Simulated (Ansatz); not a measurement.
**The perfect Pt wire along [110], 7 atoms a period**

What gap, if any, does the Pt wire along [110], 7 atoms a period have, and how many channels would it open?

Program: Ansatz 0.2.0. Level of theory: DFT PBE, plane waves, PAW; relaxation of a wire's period; PAW set soft_1, in the first sound run; inputs show where later runs differ. Results are calculated unless marked as measured.

**1. Set-up**

The cell holds 7 atoms: 7 Pt. Cell: a = 10.770 Å, b = 12.414 Å, c = 2.807 Å, α = 90.0°, β = 90.0°, γ = 90.0°. Vacuum lies along a and b. The structure's axis is c.

**2. Relaxing the period**

Band widths follow the bond lengths, so the wire is relaxed first. The atoms and the third cell vector are free; the box across stays fixed as vacuum. A Fermi-Dirac smearing is set since the result may be a metal. The pressure printed is a third of the stress's trace over the whole box, vacuum included; only the stress along the axis is relaxed.

input.yaml reads:

```yaml
crystal:
  lattice:
    - [10.77, 0.0, 0.0]
    - [0.0, 12.414, 0.0]
    - [0.0, 0.0, 2.8072139213]
  atoms:
    - { symbol: Pt, position: [0.5, 0.72615014, 0.0] }
    - { symbol: Pt, position: [0.5, 0.500017232, 0.0] }
    - { symbol: Pt, position: [0.315691736, 0.386950778, 0.5] }
    - { symbol: Pt, position: [0.315691736, 0.613083686, 0.5] }
    - { symbol: Pt, position: [0.684308264, 0.386950778, 0.5] }
    - { symbol: Pt, position: [0.684308264, 0.613083686, 0.5] }
    - { symbol: Pt, position: [0.5, 0.273884324, 0.0] }
kpoints:
  mp_grid: { grid: [1, 1, 29] }
scf:
  occupations: { method: fermi_dirac, width: 0.05 }
hamiltonian:
  xc: pbe
  pseudopotentials: { kind: paw, azcp: { folder: soft_1 } }
relax:
  cell: { fix: [a, b, alpha, beta, gamma] }
  max_steps: 45
  f_tol: 0.03
```

Launch:

```
ansatz run input.yaml --threads 4 --pin off --max-ram 16384MiB --backend cpu --events-out ev --progress --plain --runs-dir out
```

Numbers of over 12 decimals in the logs are rounded to 6 here.

Output:

```text
Engine: ansatz 0.2.0, aarch64-unknown-linux-gnu
Pseudopotentials: kind: paw
Pseudopotential: Pt, paw, valence charge 18, recommended cutoff 420 eV (normal), soft_1/Pt.paw.azcp
Functional definition: PBE
  parameter kappa = 0.804
  parameter beta = 0.066725
  exchange = pbe_x(kappa = kappa, mu = beta*pi^2/3)
  correlation = pbe_c(beta = beta)
Crystal: 7 atoms, lattice volume = 375.321 Å³
Basis set: ecut = 420 eV, 7351 PW (Γ), exchange–correlation on 144×180×40 points (8 copies of the dense FFT grid, shifted against one another)
Bands: 76, of which v1, the nominal top of the filled ones, is band 63 counted from 1 (62 counted from 0)
Symmetry: 8 space group operations
Space group: Pmmm (ITA 47), of the structure as read, at distance tolerance 7.2e-5 Å
k-points: 15 of 29
Non-local potential: Pt, projectors of the file, l = 0: 3, l = 1: 2, l = 2: 2, l = 3: 1
PAW form: soft (Blöchl's): semilocal exchange-correlation on the pseudo side does not see the compensation charge
PAW one-centre angular grid: Pt, 590 points (default); XC on 64 Gauss nodes
Initial density: superposition of atomic densities (neutral atoms: chi_scale 0, normalization atom)
Initial wavefunctions: pseudopotential atomic-orbital guess
Functional: x = pbe(κ = 0.804, μ = 0.219515), c = pbe(β = 0.066725)
SCF iter   1: F=—  HF=-87666.858178 eV  |F-HF|=—  |Δ(HF+E_count)|=         —  Δρ=4.37e-2  dr2=8.01e0  ethr=3.10e-3  ⟨swp⟩=6.5  Hψ=4237  notcnv=0  defer=2
preconditioner: auto → LDOS  [metal: Δε(μ)=0.012 eV  Ē_g=5.666 eV  σ=0.050 eV  W_gap=0.06  n_scr=52 (ndim 8)  ℏωp=16.0 eV  f_vac=0.579  D(μ)=14.74/eV (n_scr^D=116)  β→1.0]
SCF iter   2: F=—  HF=-87666.689298 eV  |F-HF|=—  |Δ(HF+E_count)|=   1.69e-1  Δρ=3.26e-2  dr2=8.17e0  ethr=3.10e-3  ⟨swp⟩=3.0  Hψ=3038  notcnv=0  defer=55
SCF iter   3: F=—  HF=-87664.950373 eV  |F-HF|=—  |Δ(HF+E_count)|=    1.74e0  Δρ=1.16e-2  dr2=9.60e-1  ethr=3.10e-3  ⟨swp⟩=2.1  Hψ=2286  notcnv=0  defer=71
SCF iter   4: F=—  HF=-87664.886769 eV  |F-HF|=—  |Δ(HF+E_count)|=   6.36e-2  Δρ=5.08e-3  dr2=4.02e-1  ethr=7.62e-4  ⟨swp⟩=2.1  Hψ=1936  notcnv=0  defer=67
SCF iter   5: F=—  HF=-87664.859066 eV  |F-HF|=—  |Δ(HF+E_count)|=   2.77e-2  Δρ=3.46e-3  dr2=9.62e-2  ethr=3.19e-4  ⟨swp⟩=2.3  Hψ=1415  notcnv=0  defer=67
SCF iter   6: F=—  HF=-87664.852323 eV  |F-HF|=—  |Δ(HF+E_count)|=   6.74e-3  Δρ=1.08e-3  dr2=6.73e-3  ethr=7.63e-5  ⟨swp⟩=1.9  Hψ=1382  notcnv=0  defer=67
SCF iter   7: F=—  HF=-87664.852232 eV  |F-HF|=—  |Δ(HF+E_count)|=   9.15e-5  Δρ=4.28e-4  dr2=9.16e-4  ethr=5.34e-6  ⟨swp⟩=2.0  Hψ=1383  notcnv=0  defer=67
SCF iter   8: F=—  HF=-87664.852434 eV  |F-HF|=—  |Δ(HF+E_count)|=   2.02e-4  Δρ=1.48e-4  dr2=1.17e-4  ethr=7.27e-7  ⟨swp⟩=2.1  Hψ=1576  notcnv=0  defer=67
SCF iter   9: F=—  HF=-87664.852428 eV  |F-HF|=—  |Δ(HF+E_count)|=   5.76e-6  Δρ=4.04e-5  dr2=8.76e-6  ethr=9.30e-8  ⟨swp⟩=2.1  Hψ=1495  notcnv=0  defer=67
SCF iter  10: F=—  HF=-87664.852700 eV  |F-HF|=—  |Δ(HF+E_count)|=   2.71e-4  Δρ=1.47e-5  dr2=1.37e-6  ethr=6.96e-9  ⟨swp⟩=2.0  Hψ=1664  notcnv=0  defer=67
SCF iter  11: F=—  HF=-87664.852700 eV  |F-HF|=—  |Δ(HF+E_count)|=   7.60e-8  Δρ=5.66e-6  dr2=2.26e-7  ethr=1.09e-9  ⟨swp⟩=2.0  Hψ=1584  notcnv=0  defer=67
SCF iter  12: F=-87664.852700 eV  HF=-87664.852700 eV  |F-HF|=1.13e-8  |Δ(HF+E_count)|=   2.02e-8  Δρ=2.18e-6  dr2=2.19e-8  ethr=7.94e-11  ⟨swp⟩=5.0  Hψ=4105  notcnv=0
SCF 1 converged in 12 iterations: F = -87664.852700 eV  dr2 = 2.19e-8
  greatest PAW one-centre occupation: 1.000 electrons in one spin orbital (limit 2), on the Pt atom at site 1 (counted from 0), in its partial waves of l = 0
relax step   1: F+E_penalty+E_count = -87664.85269957 eV  Δ(F+E_penalty+E_count) = +0.000e0 eV  max|allowed force component| = 1.040e0 eV/Å  Δτ_max = 0.0000 Å  P = -4.552 GPa  Ω = 375.321 Å³  fix = [a, b, alpha, beta, gamma]  reactions: a -2.738, b -3.154 GPa  (12 SCF iters, dr2 threshold 1.00e-7 eV, accepted)
Crystal: 7 atoms, lattice volume = 357.026 Å³
Basis set: ecut = 420 eV, 7019 PW (Γ), exchange–correlation on 144×180×40 points (8 copies of the dense FFT grid, shifted against one another)
Initial density: handed on by an earlier stage of this run
Initial wavefunctions: those handed on with the density
iter 1 solved again at ethr=3.39e-4 eV; its pass at ethr=3.10e-3 eV (dr2=4.27e-1 eV) is discarded
SCF iter   1: F=—  HF=-87665.414074 eV  |F-HF|=—  |Δ(HF+E_count)|=         —  Δρ=1.03e-2  dr2=4.24e-1  ethr=3.39e-4  ⟨swp⟩=2.7  Hψ=5771  notcnv=0
preconditioner: auto → LDOS  [metal: Δε(μ)=0.017 eV  Ē_g=6.464 eV  σ=0.050 eV  W_gap=0.09  n_scr=50 (ndim 8)  ℏωp=16.4 eV  f_vac=0.595  D(μ)=12.60/eV (n_scr^D=82)  β→1.0]
SCF iter   2: F=—  HF=-87665.418785 eV  |F-HF|=—  |Δ(HF+E_count)|=   4.71e-3  Δρ=8.38e-3  dr2=3.92e-1  ethr=3.36e-4  ⟨swp⟩=3.5  Hψ=2424  notcnv=0
SCF iter   3: F=—  HF=-87665.351603 eV  |F-HF|=—  |Δ(HF+E_count)|=   6.72e-2  Δρ=1.39e-3  dr2=1.42e-2  ethr=3.11e-4  ⟨swp⟩=2.7  Hψ=1859  notcnv=0  defer=10
SCF iter   4: F=—  HF=-87665.349974 eV  |F-HF|=—  |Δ(HF+E_count)|=   1.63e-3  Δρ=5.47e-4  dr2=2.06e-3  ethr=1.13e-5  ⟨swp⟩=2.3  Hψ=1887  notcnv=0  defer=19
SCF iter   5: F=—  HF=-87665.349703 eV  |F-HF|=—  |Δ(HF+E_count)|=   2.71e-4  Δρ=2.26e-4  dr2=3.67e-4  ethr=1.63e-6  ⟨swp⟩=2.0  Hψ=1624  notcnv=0  defer=19
SCF iter   6: F=—  HF=-87665.349956 eV  |F-HF|=—  |Δ(HF+E_count)|=   2.53e-4  Δρ=1.00e-4  dr2=9.01e-5  ethr=2.91e-7  ⟨swp⟩=2.1  Hψ=1610  notcnv=0  defer=19
SCF iter   7: F=—  HF=-87665.349948 eV  |F-HF|=—  |Δ(HF+E_count)|=   7.93e-6  Δρ=4.04e-5  dr2=1.89e-5  ethr=7.15e-8  ⟨swp⟩=2.0  Hψ=1495  notcnv=0  defer=19
SCF iter   8: F=—  HF=-87665.349948 eV  |F-HF|=—  |Δ(HF+E_count)|=   3.67e-7  Δρ=2.17e-5  dr2=5.83e-6  ethr=1.50e-8  ⟨swp⟩=1.7  Hψ=1268  notcnv=0  defer=19
SCF iter   9: F=-87665.349947 eV  HF=-87665.349948 eV  |F-HF|=4.48e-7  |Δ(HF+E_count)|=   1.96e-7  Δρ=8.94e-6  dr2=5.63e-7  ethr=5.56e-10  ⟨swp⟩=4.0  Hψ=4490  notcnv=0
SCF 2 converged in 9 iterations: F = -87665.349947 eV  dr2 = 5.63e-7
relax step   2: F+E_penalty+E_count = -87665.34994729 eV  Δ(F+E_penalty+E_count) = -4.972e-1 eV  max|allowed force component| = 1.121e0 eV/Å  Δτ_max = 0.1276 Å  P = +2.432 GPa  Ω = 357.026 Å³  energy of the carried Pulay correction = +2.361e-3 eV  fix = [a, b, alpha, beta, gamma]  reactions: a +3.583, b +3.241 GPa  (9 SCF iters, dr2 threshold 7.00e-7 eV, accepted)
Crystal: 7 atoms, lattice volume = 354.793 Å³
Basis set: ecut = 420 eV, 6967 PW (Γ), exchange–correlation on 144×180×40 points (8 copies of the dense FFT grid, shifted against one another)
iter 1 solved again at ethr=4.32e-5 eV; its pass at ethr=3.10e-3 eV (dr2=5.44e-2 eV) is discarded
SCF iter   1: F=—  HF=-87665.597297 eV  |F-HF|=—  |Δ(HF+E_count)|=         —  Δρ=5.30e-3  dr2=5.25e-2  ethr=4.32e-5  ⟨swp⟩=2.6  Hψ=5097  notcnv=0
preconditioner: auto → LDOS  [metal: Δε(μ)=0.042 eV  Ē_g=6.336 eV  σ=0.050 eV  W_gap=0.20  n_scr=50 (ndim 8)  ℏωp=16.5 eV  f_vac=0.582  D(μ)=11.95/eV (n_scr^D=74)  β→1.0]
SCF iter   2: F=—  HF=-87665.604916 eV  |F-HF|=—  |Δ(HF+E_count)|=   7.62e-3  Δρ=2.79e-3  dr2=6.75e-2  ethr=4.17e-5  ⟨swp⟩=2.4  Hψ=2136  notcnv=0
SCF iter   3: F=—  HF=-87665.591675 eV  |F-HF|=—  |Δ(HF+E_count)|=   1.32e-2  Δρ=7.78e-4  dr2=3.64e-3  ethr=4.17e-5  ⟨swp⟩=2.2  Hψ=1863  notcnv=0
SCF iter   4: F=—  HF=-87665.591050 eV  |F-HF|=—  |Δ(HF+E_count)|=   6.24e-4  Δρ=2.03e-4  dr2=1.53e-4  ethr=2.89e-6  ⟨swp⟩=2.0  Hψ=1787  notcnv=0
SCF iter   5: F=—  HF=-87665.591287 eV  |F-HF|=—  |Δ(HF+E_count)|=   2.36e-4  Δρ=5.81e-5  dr2=2.47e-5  ethr=1.21e-7  ⟨swp⟩=3.2  Hψ=2169  notcnv=0
SCF iter   6: F=—  HF=-87665.591291 eV  |F-HF|=—  |Δ(HF+E_count)|=   4.70e-6  Δρ=2.37e-5  dr2=4.15e-6  ethr=1.96e-8  ⟨swp⟩=2.3  Hψ=1617  notcnv=0
SCF iter   7: F=—  HF=-87665.591292 eV  |F-HF|=—  |Δ(HF+E_count)|=   6.94e-7  Δρ=1.01e-5  dr2=7.71e-7  ethr=5.56e-10  ⟨swp⟩=5.0  Hψ=4185  notcnv=0
SCF iter   8: F=-87665.591292 eV  HF=-87665.591292 eV  |F-HF|=2.46e-7  |Δ(HF+E_count)|=   1.07e-8  Δρ=5.08e-6  dr2=2.72e-7  ethr=5.56e-10  ⟨swp⟩=4.1  Hψ=3515  notcnv=0
SCF 3 converged in 8 iterations: F = -87665.591292 eV  dr2 = 2.72e-7
relax step   3: F+E_penalty+E_count = -87665.59129191 eV  Δ(F+E_penalty+E_count) = -2.413e-1 eV  max|allowed force component| = 7.562e-2 eV/Å  Δτ_max = 0.0795 Å  P = -0.279 GPa  Ω = 354.793 Å³  energy of the carried Pulay correction = +2.658e-3 eV  fix = [a, b, alpha, beta, gamma]  reactions: a +0.255, b +0.064 GPa  (8 SCF iters, dr2 threshold 7.00e-7 eV, accepted)
Crystal: 7 atoms, lattice volume = 351.032 Å³
Basis set: ecut = 420 eV, 6895 PW (Γ), exchange–correlation on 144×180×40 points (8 copies of the dense FFT grid, shifted against one another)
iter 1 solved again at ethr=3.85e-6 eV; its pass at ethr=3.10e-3 eV (dr2=4.86e-3 eV) is discarded
SCF iter   1: F=—  HF=-87665.608659 eV  |F-HF|=—  |Δ(HF+E_count)|=         —  Δρ=1.41e-3  dr2=3.79e-3  ethr=3.85e-6  ⟨swp⟩=3.0  Hψ=5729  notcnv=0
preconditioner: auto → LDOS  [metal: Δε(μ)=0.039 eV  Ē_g=6.377 eV  σ=0.050 eV  W_gap=0.19  n_scr=50 (ndim 8)  ℏωp=16.6 eV  f_vac=0.580  D(μ)=11.06/eV (n_scr^D=60)  β→1.0]
SCF iter   2: F=—  HF=-87665.608381 eV  |F-HF|=—  |Δ(HF+E_count)|=   2.79e-4  Δρ=5.22e-4  dr2=9.69e-4  ethr=3.01e-6  ⟨swp⟩=2.1  Hψ=1869  notcnv=0
SCF iter   3: F=—  HF=-87665.608161 eV  |F-HF|=—  |Δ(HF+E_count)|=   2.20e-4  Δρ=2.06e-4  dr2=3.27e-4  ethr=7.69e-7  ⟨swp⟩=2.1  Hψ=2070  notcnv=0
SCF iter   4: F=—  HF=-87665.608370 eV  |F-HF|=—  |Δ(HF+E_count)|=   2.09e-4  Δρ=8.61e-5  dr2=3.96e-5  ethr=2.59e-7  ⟨swp⟩=2.0  Hψ=1658  notcnv=0
SCF iter   5: F=—  HF=-87665.608364 eV  |F-HF|=—  |Δ(HF+E_count)|=   5.45e-6  Δρ=3.24e-5  dr2=1.05e-5  ethr=3.14e-8  ⟨swp⟩=2.0  Hψ=1670  notcnv=0
SCF iter   6: F=—  HF=-87665.608364 eV  |F-HF|=—  |Δ(HF+E_count)|=   4.32e-7  Δρ=1.56e-5  dr2=2.09e-6  ethr=8.30e-9  ⟨swp⟩=2.4  Hψ=1680  notcnv=0
SCF iter   7: F=-87665.608363 eV  HF=-87665.608364 eV  |F-HF|=2.71e-7  |Δ(HF+E_count)|=   1.22e-7  Δρ=5.86e-6  dr2=3.20e-7  ethr=5.56e-10  ⟨swp⟩=4.9  Hψ=3747  notcnv=0
SCF 4 converged in 7 iterations: F = -87665.608363 eV  dr2 = 3.20e-7
relax step   4: F+E_penalty+E_count = -87665.60836337 eV  Δ(F+E_penalty+E_count) = -1.707e-2 eV  max|allowed force component| = 4.266e-2 eV/Å  Δτ_max = 0.0175 Å  P = +0.050 GPa  Ω = 351.032 Å³  energy of the carried Pulay correction = +3.161e-3 eV  fix = [a, b, alpha, beta, gamma]  reactions: a +0.082, b -0.031 GPa  (7 SCF iters, dr2 threshold 7.00e-7 eV, accepted)
Crystal: 7 atoms, lattice volume = 351.162 Å³
Basis set: ecut = 420 eV, 6911 PW (Γ), exchange–correlation on 144×180×40 points (8 copies of the dense FFT grid, shifted against one another)
iter 1 solved again at ethr=2.95e-7 eV; its pass at ethr=3.10e-3 eV (dr2=3.72e-4 eV) is discarded
SCF iter   1: F=—  HF=-87665.608662 eV  |F-HF|=—  |Δ(HF+E_count)|=         —  Δρ=3.58e-4  dr2=3.72e-4  ethr=2.95e-7  ⟨swp⟩=2.3  Hψ=3910  notcnv=0
preconditioner: auto → LDOS  [metal: Δε(μ)=0.046 eV  Ē_g=6.379 eV  σ=0.050 eV  W_gap=0.23  n_scr=50 (ndim 8)  ℏωp=16.6 eV  f_vac=0.580  D(μ)=11.17/eV (n_scr^D=66)  β→1.0]
SCF iter   2: F=—  HF=-87665.608645 eV  |F-HF|=—  |Δ(HF+E_count)|=   1.69e-5  Δρ=1.74e-4  dr2=8.69e-5  ethr=2.95e-7  ⟨swp⟩=2.4  Hψ=1717  notcnv=0
SCF iter   3: F=—  HF=-87665.608905 eV  |F-HF|=—  |Δ(HF+E_count)|=   2.60e-4  Δρ=5.39e-5  dr2=1.65e-5  ethr=6.90e-8  ⟨swp⟩=2.0  Hψ=1622  notcnv=0
SCF iter   4: F=—  HF=-87665.608903 eV  |F-HF|=—  |Δ(HF+E_count)|=   1.97e-6  Δρ=1.87e-5  dr2=2.64e-6  ethr=1.31e-8  ⟨swp⟩=2.0  Hψ=1580  notcnv=0
SCF iter   5: F=—  HF=-87665.608903 eV  |F-HF|=—  |Δ(HF+E_count)|=   2.33e-7  Δρ=7.99e-6  dr2=5.04e-7  ethr=2.10e-9  ⟨swp⟩=1.8  Hψ=1370  notcnv=0
SCF iter   6: F=-87665.608903 eV  HF=-87665.608903 eV  |F-HF|=5.51e-8  |Δ(HF+E_count)|=   1.46e-8  Δρ=2.47e-6  dr2=6.26e-8  ethr=9.03e-11  ⟨swp⟩=5.0  Hψ=4168  notcnv=0
SCF 5 converged in 6 iterations: F = -87665.608903 eV  dr2 = 6.26e-8
relax step   5: F+E_penalty+E_count = -87665.60890264 eV  Δ(F+E_penalty+E_count) = -5.393e-4 eV  max|allowed force component| = 1.605e-2 eV/Å  Δτ_max = 0.0039 Å  P = +0.013 GPa  Ω = 351.162 Å³  energy of the carried Pulay correction = +3.143e-3 eV  fix = [a, b, alpha, beta, gamma]  reactions: a +0.050, b -0.032 GPa  (6 SCF iters, dr2 threshold 1.14e-7 eV, accepted)
Basis set: ecut = 420 eV, 6911 PW (Γ), exchange–correlation on 144×180×36 points (8 copies of the dense FFT grid, shifted against one another)
Initial wavefunctions: pseudopotential atomic-orbital guess (no wavefunctions were taken with the density)
iter 1 solved again at ethr=2.14e-6 eV; its pass at ethr=3.10e-3 eV (dr2=2.70e-3 eV) is discarded
SCF iter   1: F=—  HF=-87665.603434 eV  |F-HF|=—  |Δ(HF+E_count)|=         —  Δρ=1.53e-4  dr2=1.39e-5  ethr=2.14e-6  ⟨swp⟩=4.1  Hψ=8080  notcnv=0
eigensolver tolerance schedule: the retry pair's looser diagonalisation over-reported the residual by 193.01 of it (diagonalisation noise at 0.15 of the residual, at the tolerance the schedule requests for it); recorded, not acted on — ethr = c·dr2/N_el stays at c = 1.0e-1
preconditioner: auto → LDOS  [metal: Δε(μ)=0.044 eV  Ē_g=6.378 eV  σ=0.050 eV  W_gap=0.22  n_scr=50 (ndim 8)  ℏωp=16.6 eV  f_vac=0.580  D(μ)=11.18/eV (n_scr^D=66)  β→1.0]
SCF iter   2: F=—  HF=-87665.603342 eV  |F-HF|=—  |Δ(HF+E_count)|=   9.14e-5  Δρ=3.83e-5  dr2=2.88e-6  ethr=1.10e-8  ⟨swp⟩=2.5  Hψ=2237  notcnv=0
SCF iter   3: F=—  HF=-87665.603970 eV  |F-HF|=—  |Δ(HF+E_count)|=   6.28e-4  Δρ=1.29e-5  dr2=7.55e-7  ethr=2.29e-9  ⟨swp⟩=2.8  Hψ=2311  notcnv=0
SCF iter   4: F=—  HF=-87665.603970 eV  |F-HF|=—  |Δ(HF+E_count)|=   1.86e-7  Δρ=3.53e-6  dr2=6.01e-8  ethr=5.99e-10  ⟨swp⟩=2.6  Hψ=2064  notcnv=0
SCF iter   5: F=—  HF=-87665.603970 eV  |F-HF|=—  |Δ(HF+E_count)|=   1.34e-8  Δρ=1.01e-6  dr2=3.74e-9  ethr=4.77e-11  ⟨swp⟩=2.7  Hψ=1932  notcnv=0
SCF iter   6: F=—  HF=-87665.603970 eV  |F-HF|=—  |Δ(HF+E_count)|=  7.42e-10  Δρ=4.62e-7  dr2=1.55e-9  ethr=2.97e-12  ⟨swp⟩=2.1  Hψ=1676  notcnv=0
SCF iter   7: F=—  HF=-87665.603970 eV  |F-HF|=—  |Δ(HF+E_count)|=  8.73e-11  Δρ=1.90e-7  dr2=3.35e-10  ethr=1.23e-12  ⟨swp⟩=1.2  Hψ=1145  notcnv=0
SCF iter   8: F=-87665.603970 eV  HF=-87665.603970 eV  |F-HF|=4.37e-11  |Δ(HF+E_count)|=  1.46e-11  Δρ=6.22e-8  dr2=3.66e-11  ethr=1.00e-12  ⟨swp⟩=4.0  Hψ=4475  notcnv=0
SCF 6 converged in 8 iterations: F = -87665.603970 eV  dr2 = 3.66e-11
relax step   6: F+E_penalty+E_count = -87665.60396982 eV  Δ(F+E_penalty+E_count) = +4.933e-3 eV  max|allowed force component| = 1.604e-2 eV/Å  Δτ_max = 0.0000 Å  P = +0.023 GPa  Ω = 351.162 Å³  fix = [a, b, alpha, beta, gamma]  reactions: a +0.056, b -0.027 GPa  stress off target by 4.11e-2 GPa on what of the cell is left free  SCF on the basis re-selected at this cell (its energy is not comparable with the rows above)  (8 SCF iters)
basis re-selected at this cell: Δ(F+E_penalty+E_count) = +4.933e-3 eV, ΔP = +0.010 GPa vs the last step (what re-selecting the basis moved, of the pressure what is left beyond the Pulay correction that the steps carried, after the strain that the cell walked since its last selection, with what the two solves' SCF thresholds leave and, on support functions, any second-order correction that the steps lacked; it is no measure of the basis error at this ecutwfc). The dense FFT grid was sized anew with the basis: this SCF ran on 72×90×18 points, the steps before it on 72×90×20, so part of this shift can come from that change (see relax.cell in the input reference). [rest of the remark cut]
SCF converged after 8 iterations
Free energy (F): -87665.603970 eV
Harris-Foulkes:  -87665.603970 eV  (|F-HF|=4.37e-11)
Internal energy: -87665.507971 eV  (E = F + TS)
E sigma→0 (E₀):  -87665.555971 eV
Entropy (-TS):   -0.095999 eV (-13.714 meV/atom)
Fermi energy:    3.109555 eV
--- Per-component energies (eV) ---
  E_band       = -3365.291886
  E_kinetic    = 4176.458291
  E_local      = -63326.417658  (includes V_loc(G=0)·N_el)
  E_nonlocal   = 1430.548049
  E_hartree    = 29233.989434
  E_xc         = -1617.363838
  E_vxc        = -1886.754430  (∫ρ·V_xc dr)
  E_paw        = -66389.287092  (= ΣΔE_a)
  E_vpaw       = -2227.113949  (= ΣTr[D̂ρ^β])
  E_aug_tail   = 0.007868  (compensation charges beyond the density's cutoff)
  E_ewald      = 8826.556975
  E_smearing   = -0.095999  (= −TS)
  E_closure    = 0.000000  (closes the sum)
  Σ components = -87665.603970   (vs F -87665.603970, Δ=0.00e0)
--- Forces (eV/Å), atoms counted from 1 ---
  atom   1  Pt     0.00000000     0.00153234     0.00000000
  atom   2  Pt     0.00000000     0.00000000     0.00000000
  atom   3  Pt    -0.00765824     0.01604335    -0.00000000
  atom   4  Pt    -0.00765824    -0.01604335    -0.00000000
  atom   5  Pt     0.00765824     0.01604335     0.00000000
  atom   6  Pt     0.00765824    -0.01604335     0.00000000
  atom   7  Pt     0.00000000    -0.00153234    -0.00000000
  max |Σ_I F_I| component: 2.60e-18 eV/Å
--- Stress (GPa, compression-positive) ---
        0.056142       0.000000       0.000000
        0.000000      -0.026909       0.000000
        0.000000       0.000000       0.041071
  P = ⅓ Tr σ = 0.0234 GPa (0.234 kbar)
--- Relaxed structure (5 steps of the walk, 5 accepted, 1 SCFs on fresh bases) ---
  F+E_penalty+E_count = -87665.60396982 eV   max|allowed force component| = 1.604e-2 eV/Å   (the final SCF, on the basis selected at the relaxed cell)
  cell:  # Å, volume = 351.1620 Å³
    - [10.77, 0, 0]
    - [0, 12.414, 0]
    - [0, 0, 2.626516]
  atoms:
    - { symbol: Pt, position: [0.5, 0.721021, 0] }
    - { symbol: Pt, position: [0.5, 0.500017232, 0] }
    - { symbol: Pt, position: [0.315032, 0.389481, 0.5] }
    - { symbol: Pt, position: [0.315032, 0.610554, 0.5] }
    - { symbol: Pt, position: [0.684968, 0.389481, 0.5] }
    - { symbol: Pt, position: [0.684968, 0.610554, 0.5] }
    - { symbol: Pt, position: [0.5, 0.279014, 0] }
```

It took 44 s on 4 threads of Arm Neoverse V1, shared host; peak memory 1 GiB; 2.8 min of CPU time.

(Part 1 of 2 ends here.)

[Logs are printed without paths, hosts, clocks, repeated set-up lines and the standing remarks that a program may print on its own settings, such as how far it seeks lower states.]

[Hosts, paths, dates, database ids (printed as entryN), source tags and the programs' standing remarks are cut or masked in the printed files.]
